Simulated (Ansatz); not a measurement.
**Convergence of a linear-scaling basis for Sn(100)/C(100) interface (94 atoms)**

Wanted: errors and times of a linear-scaling basis for Sn(100)/C(100) interface (94 atoms). A setting counts as converged where the r.m.s. difference of forces stays under 1 % of the r.m.s. force.

Method: Kohn-Sham DFT, PBE, PAW (set soft_2), plane waves, in Ansatz 0.2.0.

**1. The structure**

The cell holds 94 atoms: 16 Sn and 78 C. Its edges and angles: a = 9.094 Å, b = 9.094 Å, c = 23.441 Å, α = 90.0°, β = 90.0°, γ = 90.0°. It derives from Sn and C. Diamond-structure Sn(100), 2 repeat layers, 4 surface cells, strained -0.90 and -0.90 %; diamond-structure C(100), 3 layers, 13 cells, -0.00 and -0.00 %; outer planes 2.08 Å apart, 12 Å of vacuum above; not relaxed, displaced by a Gaussian of 0.02 Å. Regions: Sn, 16 atoms (16 Sn); C, 78 atoms (78 C). Vacuum lies along c.

What the set-up can't give: The host structure and its lattice constant were typed by rule, without a check against the phase diagram. Beside vacuum, support functions can miss their usual error bounds without a warning.

**2. Plane-wave single point**

The first run fixes the reference, at a cutoff of 420 eV.

Contents of input.yaml:

```yaml
crystal:
  lattice:
    - [9.0941, 0.0, 0.0]
    - [0.0, 9.0941, 0.0]
    - [0.0, 0.0, 23.44054]
  atoms:
    - { symbol: Sn, position: [0.00298, 0.00047, 0.25692] }
    - { symbol: Sn, position: [0.25426, 0.99878, 0.32499] }
    - { symbol: Sn, position: [0.25314, 0.25222, 0.39491] }
    - { symbol: Sn, position: [0.00302, 0.25236, 0.46484] }
    - { symbol: Sn, position: [0.99915, 0.49787, 0.25465] }
    - { symbol: Sn, position: [0.25506, 0.4973, 0.32656] }
    - { symbol: Sn, position: [0.25471, 0.74716, 0.39624] }
    - { symbol: Sn, position: [0.00591, 0.74795, 0.46575] }
    - { symbol: Sn, position: [0.50382, 0.00446, 0.25657] }
    - { symbol: Sn, position: [0.75138, 0.99819, 0.32752] }
    - { symbol: Sn, position: [0.75347, 0.25308, 0.39662] }
    - { symbol: Sn, position: [0.50289, 0.24798, 0.46435] }
    - { symbol: Sn, position: [0.50122, 0.49875, 0.25479] }
    - { symbol: Sn, position: [0.75349, 0.49989, 0.32445] }
    - { symbol: Sn, position: [0.74977, 0.74567, 0.39486] }
    - { symbol: Sn, position: [0.50469, 0.74841, 0.46585] }
    - { symbol: C, position: [0.79138, 0.88297, 0.55361] }
    - { symbol: C, position: [0.48198, 0.8453, 0.59276] }
    - { symbol: C, position: [0.59379, 0.92497, 0.62875] }
    - { symbol: C, position: [0.67462, 0.80969, 0.66727] }
    - { symbol: C, position: [0.55793, 0.73084, 0.70828] }
    - { symbol: C, position: [0.71162, 0.00234, 0.74533] }
    - { symbol: C, position: [0.56263, 0.72886, 0.55533] }
    - { symbol: C, position: [0.24746, 0.68707, 0.58942] }
    - { symbol: C, position: [0.36453, 0.7704, 0.63067] }
    - { symbol: C, position: [0.44364, 0.65358, 0.66603] }
    - { symbol: C, position: [0.32613, 0.58099, 0.70702] }
    - { symbol: C, position: [0.48243, 0.84407, 0.74345] }
    - { symbol: C, position: [0.86502, 0.26618, 0.55401] }
    - { symbol: C, position: [0.55736, 0.2315, 0.59198] }
    - { symbol: C, position: [0.67024, 0.30646, 0.62983] }
    - { symbol: C, position: [0.74671, 0.19401, 0.66745] }
    - { symbol: C, position: [0.63424, 0.11357, 0.70475] }
    - { symbol: C, position: [0.78514, 0.38524, 0.74272] }
    - { symbol: C, position: [0.63261, 0.1157, 0.55335] }
    - { symbol: C, position: [0.32789, 0.07574, 0.59096] }
    - { symbol: C, position: [0.44295, 0.16041, 0.63078] }
    - { symbol: C, position: [0.52035, 0.0384, 0.66782] }
    - { symbol: C, position: [0.40464, 0.96071, 0.70518] }
    - { symbol: C, position: [0.55988, 0.22881, 0.74342] }
    - { symbol: C, position: [0.40682, 0.96018, 0.55414] }
    - { symbol: C, position: [0.09623, 0.91982, 0.59194] }
    - { symbol: C, position: [0.21396, 0.99828, 0.62929] }
    - { symbol: C, position: [0.28667, 0.88601, 0.66888] }
    - { symbol: C, position: [0.17268, 0.80676, 0.7069] }
    - { symbol: C, position: [0.32483, 0.07436, 0.74422] }
    - { symbol: C, position: [0.17355, 0.81035, 0.55374] }
    - { symbol: C, position: [0.8659, 0.77205, 0.5907] }
    - { symbol: C, position: [0.98112, 0.84677, 0.62971] }
    - { symbol: C, position: [0.05733, 0.73223, 0.66802] }
    - { symbol: C, position: [0.94654, 0.65459, 0.70767] }
    - { symbol: C, position: [0.09702, 0.92425, 0.74447] }
    - { symbol: C, position: [0.94161, 0.65413, 0.55159] }
    - { symbol: C, position: [0.63279, 0.61723, 0.59276] }
    - { symbol: C, position: [0.75102, 0.69156, 0.63091] }
    - { symbol: C, position: [0.82426, 0.57529, 0.66839] }
    - { symbol: C, position: [0.71592, 0.50186, 0.7063] }
    - { symbol: C, position: [0.86641, 0.76757, 0.74564] }
    - { symbol: C, position: [0.71514, 0.4997, 0.55425] }
    - { symbol: C, position: [0.40886, 0.46422, 0.59225] }
    - { symbol: C, position: [0.51951, 0.54068, 0.62995] }
    - { symbol: C, position: [0.59729, 0.42707, 0.66801] }
    - { symbol: C, position: [0.48226, 0.34757, 0.70657] }
    - { symbol: C, position: [0.63558, 0.62039, 0.74427] }
    - { symbol: C, position: [0.47756, 0.34276, 0.55413] }
    - { symbol: C, position: [0.17588, 0.31256, 0.5919] }
    - { symbol: C, position: [0.28588, 0.38624, 0.63032] }
    - { symbol: C, position: [0.36705, 0.26929, 0.66788] }
    - { symbol: C, position: [0.2495, 0.19022, 0.70405] }
    - { symbol: C, position: [0.40289, 0.46285, 0.74512] }
    - { symbol: C, position: [0.25179, 0.19228, 0.55438] }
    - { symbol: C, position: [0.93974, 0.15249, 0.59061] }
    - { symbol: C, position: [0.06069, 0.2315, 0.63073] }
    - { symbol: C, position: [0.13669, 0.11716, 0.66682] }
    - { symbol: C, position: [0.02061, 0.03919, 0.70505] }
    - { symbol: C, position: [0.17381, 0.31061, 0.7449] }
    - { symbol: C, position: [0.01836, 0.03638, 0.55503] }
    - { symbol: C, position: [0.70901, 0.99693, 0.59238] }
    [... 10 atom lines left out ...]
    - { symbol: C, position: [0.09803, 0.42189, 0.55361] }
    - { symbol: C, position: [0.78764, 0.38438, 0.59219] }
    - { symbol: C, position: [0.90558, 0.46446, 0.63022] }
    - { symbol: C, position: [0.98161, 0.34646, 0.66631] }
    - { symbol: C, position: [0.86972, 0.26947, 0.7065] }
    - { symbol: C, position: [0.01996, 0.54209, 0.74276] }
kpoints:
  mp_grid: { grid: [2, 2, 1] }
hamiltonian:
  xc: pbe
scf:
  occupations: { method: fermi_dirac, width: 0.05 }
output:
  forces: true
  populations: true
  dos:
    method: { smearing: { sigma: 0.1 } }
    de: 0.1
    projected:
      site_lists:
        C: [16, 17, 18, 19, 20, 21, 22, 23, 24, 25, 26, 27, 28, 29, 30, 31, 32, 33, 34, 35, 36, 37, 38, 39, 40, 41, 42, 43, 44, 45, 46, 47, 48, 49, 50, 51, 52, 53, 54, 55, 56, 57, 58, 59, 60, 61, 62, 63, 64, 65, 66, 67, 68, 69, 70, 71, 72, 73, 74, 75, 76, 77, 78, 79, 80, 81, 82, 83, 84, 85, 86, 87, 88, 89, 90, 91, 92, 93]
        Sn: [0, 1, 2, 3, 4, 5, 6, 7, 8, 9, 10, 11, 12, 13, 14, 15]
  eigenvalues: true
  write_density: true
  write_potential: true
  volumetric_format: npy
```

The run is started by

```console
$ ansatz run input.yaml --threads 4 --pin off --max-ram 8192MiB --backend cpu --events-out ev --progress --plain --runs-dir out
```

Numbers of over 12 decimals in the logs are rounded to 6 here.

What it wrote:

```text
Engine: ansatz 0.2.0, x86_64-unknown-linux-gnu
Pseudopotentials: kind: paw
Pseudopotential: Sn, paw, valence charge 14, recommended cutoff 420 eV (normal), Sn.paw.azcp
Pseudopotential: C, paw, valence charge 4, recommended cutoff 420 eV (normal), C.paw.azcp
[... 5 lines on functional and potentials left out ...]
Crystal: 94 atoms, lattice volume = 1938.595 Å³
Basis set: ecut = 420 eV, 37883 PW (Γ), exchange–correlation on 128×128×320 points (8 copies of the dense FFT grid, shifted against one another)
Bands: 362, of which v1, the nominal top of the filled ones, is band 268 counted from 1 (267 counted from 0)
Symmetry: 1 space group operations
Space group: P1 (ITA 1), of the structure as read, at distance tolerance 1.2e-4 Å
k-points: 4
[... 5 lines on functional and potentials left out ...]
Initial density: superposition of atomic densities (neutral atoms: chi_scale 0, normalization atom), corrected by the library's trained network
Initial wavefunctions: pseudopotential atomic-orbital guess
Functional: x = pbe(κ = 0.804, μ = 0.219515), c = pbe(β = 0.066725)
SCF iter   1: F=—  HF=-115868.055720 eV  |F-HF|=—  |Δ(HF+E_count)|=         —  Δρ=2.12e-2  dr2=1.84e2  ethr=1.77e-3  ⟨swp⟩=7.2  Hψ=7261  notcnv=0  defer=224
preconditioner: auto → LDOS  [metal: Δε(μ)=0.052 eV  Ē_g=16.000 eV  σ=0.050 eV  W_gap=0.24  n_scr=348 (ndim 8)  ℏωp=19.5 eV  f_vac=0.397  D(μ)=20.70/eV (n_scr^D=78)  β→1.0]
SCF iter   2: F=—  HF=-115865.541109 eV  |F-HF|=—  |Δ(HF+E_count)|=    2.51e0  Δρ=1.19e-2  dr2=5.87e1  ethr=1.77e-3  ⟨swp⟩=3.0  Hψ=1876  notcnv=0  defer=292
SCF iter   3: F=—  HF=-115863.722479 eV  |F-HF|=—  |Δ(HF+E_count)|=    1.82e0  Δρ=3.09e-3  dr2=2.45e0  ethr=1.77e-3  ⟨swp⟩=2.5  Hψ=1901  notcnv=0  defer=288
SCF iter   4: F=—  HF=-115863.611809 eV  |F-HF|=—  |Δ(HF+E_count)|=   1.11e-1  Δρ=1.16e-3  dr2=1.35e-1  ethr=4.56e-4  ⟨swp⟩=2.2  Hψ=1456  notcnv=0  defer=289
SCF iter   5: F=—  HF=-115863.600094 eV  |F-HF|=—  |Δ(HF+E_count)|=   1.17e-2  Δρ=5.75e-4  dr2=3.59e-2  ethr=2.52e-5  ⟨swp⟩=2.2  Hψ=1831  notcnv=0  defer=289
SCF iter   6: F=—  HF=-115863.599265 eV  |F-HF|=—  |Δ(HF+E_count)|=   8.29e-4  Δρ=1.75e-4  dr2=4.24e-3  ethr=6.69e-6  ⟨swp⟩=2.0  Hψ=1647  notcnv=0  defer=289
SCF iter   7: F=—  HF=-115863.599297 eV  |F-HF|=—  |Δ(HF+E_count)|=   3.14e-5  Δρ=6.89e-5  dr2=2.75e-4  ethr=7.92e-7  ⟨swp⟩=2.0  Hψ=1805  notcnv=0  defer=289
SCF iter   8: F=—  HF=-115863.599256 eV  |F-HF|=—  |Δ(HF+E_count)|=   4.04e-5  Δρ=2.81e-5  dr2=5.82e-5  ethr=5.13e-8  ⟨swp⟩=2.5  Hψ=2028  notcnv=0  defer=289
SCF iter   9: F=—  HF=-115863.600356 eV  |F-HF|=—  |Δ(HF+E_count)|=   1.10e-3  Δρ=1.04e-5  dr2=1.18e-5  ethr=1.09e-8  ⟨swp⟩=2.5  Hψ=2225  notcnv=0  defer=289
SCF iter  10: F=—  HF=-115863.600356 eV  |F-HF|=—  |Δ(HF+E_count)|=   7.93e-8  Δρ=4.16e-6  dr2=9.18e-7  ethr=2.20e-9  ⟨swp⟩=2.0  Hψ=2045  notcnv=0  defer=289
SCF iter  11: F=—  HF=-115863.600357 eV  |F-HF|=—  |Δ(HF+E_count)|=   5.90e-8  Δρ=1.77e-6  dr2=1.64e-7  ethr=1.71e-10  ⟨swp⟩=2.8  Hψ=2197  notcnv=0  defer=289
SCF iter  12: F=-115863.600357 eV  HF=-115863.600357 eV  |F-HF|=1.98e-8  |Δ(HF+E_count)|=   2.55e-8  Δρ=6.44e-7  dr2=2.99e-8  ethr=1.87e-11  ⟨swp⟩=37.2  Hψ=17347  notcnv=0
SCF 1 converged in 12 iterations: F = -115863.600357 eV  dr2 = 2.99e-8
  greatest PAW one-centre occupation: 0.992 electrons in one spin orbital (limit 2), on the Sn atom at site 3 (counted from 0), in its partial waves of l = 2
WARN: The output density's exchange-correlation potential varies sharply where the density is thin. Do not read a vacuum level from v_tot or v_xc, or from such a field of the output density. On a cell that repeats whose density bears no net charge and no dipole along the vacuum's axis use v_es (v_loc + v_h of the components); [...]
SCF converged after 12 iterations
Free energy (F): -115863.600357 eV
Harris-Foulkes:  -115863.600357 eV  (|F-HF|=1.98e-8)
Internal energy: -115863.339979 eV  (E = F + TS)
E sigma→0 (E₀):  -115863.470168 eV
Entropy (-TS):   -0.260377 eV (-2.770 meV/atom)
Fermi energy:    2.225077 eV
--- Per-component energies (eV) ---
  E_band       = -4995.352597
  E_kinetic    = 9881.874205
  E_local      = -282350.175086  (includes V_loc(G=0)·N_el)
  E_nonlocal   = 1572.378859
  E_hartree    = 139097.241752
  E_xc         = -9819.012024
  E_vxc        = -6116.483849  (∫ρ·V_xc dr)
  E_paw        = -73897.780269  (= ΣΔE_a)
  E_vpaw       = -6177.461640  (= ΣTr[D̂ρ^β])
  E_aug_tail   = 0.000566  (compensation charges beyond the density's cutoff)
  E_ewald      = 99652.132017
  E_smearing   = -0.260377  (= −TS)
  E_closure    = 0.000000  (closes the sum)
  Σ components = -115863.600357   (vs F -115863.600357, Δ=0.00e0)
--- Forces (eV/Å), atoms counted from 1 ---
  atom   1  Sn    -0.18633109     0.06637421    -0.76444776
  atom   2  Sn    -0.06830514    -0.05409229     0.51092070
  atom   3  Sn     0.06702847    -0.48537566     0.07717585
  atom   4  Sn     0.06018317     0.08419897     3.27272597
  atom   5  Sn     0.45563871    -0.07753215    -0.65942330
  atom   6  Sn    -0.28121553     0.28151386    -0.22381281
  atom   7  Sn     0.04521956     0.08403371    -0.18356300
  atom   8  Sn     0.00164776     0.17263799     2.52966581
  atom   9  Sn     0.08441601     0.10264623    -0.82213986
  atom  10  Sn     0.11039630     0.13501596     0.22158045
  atom  11  Sn    -0.03579712    -0.03207247    -0.48281425
  atom  12  Sn     0.09504343    -0.10396027     2.67769525
  atom  13  Sn     0.06960381    -0.04719842    -0.65264524
  atom  14  Sn    -0.15574829    -0.10352814     0.19155275
[...]
atom  93  C     -1.20705577     0.02143896     1.70552382
  atom  94  C      0.60571430    -0.66291228    -1.24503532
  max |Σ_I F_I| component: 1.06e-5 eV/Å
--- Band table (eV) ---
  k-point 0: bands = ["-19.5533", "-19.5150", "-19.5133", "-19.4931", [... 346 levels ...], "9.7208", "9.7476", "9.7791", "9.8286", "9.8370", "9.8888", "9.9601", "10.0196", "10.0675", "10.0992", "10.1184", "10.1898"]
[...]
--- Löwdin populations: 94 sites ---
  site symbol       q [e]
     0     Sn     13.9097
     1     Sn     14.0441
     2     Sn     13.9530
[...]
93      C      3.9974
  spilling = 0.004425 (of n_electrons = 536.000000)
```

It took 1.8 min on 4 threads of Intel Xeon Platinum 8488C (Sapphire Rapids), shared host; peak memory 5.9 GiB.

The program notes that it cut back its work space to fit the memory limit and the exchange-correlation potential is rough where the density is thin.

Read from the output:

```
free energy                             : -115863.6004 eV
free energy per atom                    : -1232.5915 eV/atom
SCF cycles                              : 12
r.m.s. force component                  : 1.164 eV/Å
longest force                           : 4.134 eV/Å
Fermi energy                            : 2.225 eV
levels partly filled by over 2 per cent : 20
spilling of the projection              : 0.004425
```

The r.m.s. force component of 1.2 eV/Å sets the scale for the differences below.

**3. Support functions medium**

With localised support functions most steps grow linearly with size, though the diagonalisation grows faster unless the density matrix is cut; this run measures error and cost at this size.

This step: Kohn-Sham DFT, PBE, PAW (set soft_2), localised support functions (medium) (Ansatz 0.2.0).

input.yaml, the sections that differ from step 2:

```yaml
scf:
  occupations: { method: fermi_dirac, width: 0.05 }
  eigensolver: { kind: { support_functions: { accuracy: medium } } }
  mixing: { beta: 0.2 }
  max_iter: 150
output:
  forces: true
# crystal, kpoints, hamiltonian: as in step 2
```

What it wrote:

```text
Warning: scf.eigensolver.kind.support_functions: disabling space-group detection — the functions' gradient is summed over unrotated k-points, so no spatial operation reduces the k-mesh or symmetrises the density; time reversal is kept, so that k and −k are solved as one point where they differ and the mesh holds both, and exact exchange and, on two spinor components, a DFT+U term hold to it where the run has them: [...]
settings of this run that can trade accuracy for cost: scf.eigensolver.kind.support_functions [...]
[...]
Crystal: 94 atoms, lattice volume = 1938.595 Å³
Basis set: ecut = 420 eV, 37883 PW (Γ), exchange–correlation on 128×128×320 points (8 copies of the dense FFT grid, shifted against one another)
Bands: 322, of which v1, the nominal top of the filled ones, is band 268 counted from 1 (267 counted from 0)
Symmetry: 1 space group operations
k-points: 4
[...]
SCF iter   1: F=—  HF=-115870.904125 eV  |F-HF|=—  |Δ(HF+E_count)|=         —  Δρ=8.09e-2  dr2=1.30e3  ethr=1.00e-1
[...]
SCF iter  16: F=—  HF=-115863.897607 eV  |F-HF|=—  |Δ(HF+E_count)|=   7.04e-4  Δρ=1.82e-5  dr2=7.68e-6  ethr=6.71e-9  κ⁻¹=1.0e-6(r=7)
SCF iter  17: F=-115863.898215 eV  HF=-115863.898214 eV  |F-HF|=3.23e-7  |Δ(HF+E_count)|=   6.08e-4  Δρ=7.02e-6  dr2=1.54e-6  ethr=1.43e-9
SCF 1 converged in 17 iterations: F = -115863.911875 eV  dr2 = 1.54e-6
[...]
SCF converged after 17 iterations
Stability not checked: this state was not tested for a lower state beside it, because the mixer in use, unlike msr1, does not test its closes by its own steps (another_mixer; see scf.mixing.algorithm and scf.lower_state_search)
Free energy (F): -115863.911875 eV
[...]
Internal energy: -115863.651682 eV  (E = F + TS)
E sigma→0 (E₀):  -115863.781778 eV
Entropy (-TS):   -0.260193 eV (-2.768 meV/atom)
Fermi energy:    2.225019 eV
[...]
Σ components = -115863.911875   (vs F -115863.911875, Δ=0.00e0)
--- Forces (eV/Å), atoms counted from 1 ---
  atom   1  Sn    -0.18623370     0.06646792    -0.76325804
  atom   2  Sn    -0.06813861    -0.05401103     0.51050723
  atom   3  Sn     0.06708698    -0.48525134     0.07671622
  atom   4  Sn     0.05986635     0.08369385     3.27304081
[...]
atom  94  C      0.60590550    -0.66254353    -1.24456425
  max |Σ_I F_I| component: 4.41e-3 eV/Å
--- Band table (eV) ---
[...]
guard bands above this table: 44 of the run's 322 bands (output.publish_guard_bands: true publishes all)
[...]
```

It took 2.3 min on 4 threads; peak memory 3.7 GiB; 8.8 min of CPU time.

The program notes that the band table was not solved further than the SCF left it and it switched symmetry off.

Keys that differ from the reference: support_functions.accuracy = "medium", scf.max_iter = 150 and scf.mixing.beta = 0.2.

Forces differ from the reference by 0.67 meV/Å r.m.s., 0.057 % of their size, well within a tolerance of 1 %; the energy by -3.3 meV/atom. The two runs also began from different starting densities, which bears on cycles and time.

**4. Support functions low**

With localised support functions most steps grow linearly with size, though the diagonalisation grows faster unless the density matrix is cut; this run measures error and cost at this size.

This step: Kohn-Sham DFT, PBE, PAW (set soft_2), localised support functions (low) (Ansatz 0.2.0).

input.yaml, the sections that differ from step 3:

```yaml
scf:
  occupations: { method: fermi_dirac, width: 0.05 }
  eigensolver: { kind: { support_functions: { accuracy: low } } }
  mixing: { beta: 0.2 }
  max_iter: 150
# crystal, kpoints, hamiltonian, output: as in step 3
```

What it wrote:

```text
[...]
Crystal: 94 atoms, lattice volume = 1938.595 Å³
Basis set: ecut = 420 eV, 37883 PW (Γ), exchange–correlation on 128×128×320 points (8 copies of the dense FFT grid, shifted against one another)
Bands: 322, of which v1, the nominal top of the filled ones, is band 268 counted from 1 (267 counted from 0)
Symmetry: 1 space group operations
k-points: 4
[...]
SCF iter   1: F=—  HF=-115870.860976 eV  |F-HF|=—  |Δ(HF+E_count)|=         —  Δρ=8.09e-2  dr2=1.30e3  ethr=1.00e-1
[...]
SCF iter  15: F=—  HF=-115863.896141 eV  |F-HF|=—  |Δ(HF+E_count)|=   8.48e-4  Δρ=3.42e-5  dr2=3.65e-5  ethr=2.79e-8  κ⁻¹=1.3e-6(r=7)
SCF iter  16: F=-115863.896881 eV  HF=-115863.896878 eV  |F-HF|=2.56e-6  |Δ(HF+E_count)|=   7.37e-4  Δρ=1.82e-5  dr2=7.72e-6  ethr=6.82e-9
SCF 1 converged in 16 iterations: F = -115863.911827 eV  dr2 = 7.72e-6
[...]
SCF converged after 16 iterations
[...]
Free energy (F): -115863.911827 eV
[...]
Internal energy: -115863.651650 eV  (E = F + TS)
E sigma→0 (E₀):  -115863.781739 eV
Entropy (-TS):   -0.260176 eV (-2.768 meV/atom)
Fermi energy:    2.225029 eV
[...]
Σ components = -115863.911827   (vs F -115863.911827, Δ=0.00e0)
--- Forces (eV/Å), atoms counted from 1 ---
  atom   1  Sn    -0.18611977     0.06643852    -0.76330028
  atom   2  Sn    -0.06798974    -0.05397648     0.51033507
  atom   3  Sn     0.06719484    -0.48513350     0.07674171
  atom   4  Sn     0.05998659     0.08379801     3.27317660
[...]
atom  94  C      0.60598751    -0.66245851    -1.24460457
  max |Σ_I F_I| component: 5.12e-3 eV/Å
--- Band table (eV) ---
[...]
```

Wall time 2 min (4 threads); peak memory 3.7 GiB; 7.6 min of CPU time.

Keys that differ from the reference: support_functions.accuracy = "low", scf.max_iter = 150 and scf.mixing.beta = 0.2.

Forces differ from the reference by 0.64 meV/Å r.m.s., 0.055 % of their size, well within a tolerance of 1 %; the energy by -3.3 meV/atom. The two runs also began from different starting densities, which bears on cycles and time.

(Continued in part 2 of 3.)

[Logs are printed without paths, hosts, clocks, repeated set-up lines and the standing remarks that a program may print on its own settings, such as how far it seeks lower states.]

[Hosts, paths, dates, database ids (printed as entryN), source tags and the programs' standing remarks are cut or masked in the printed files.]
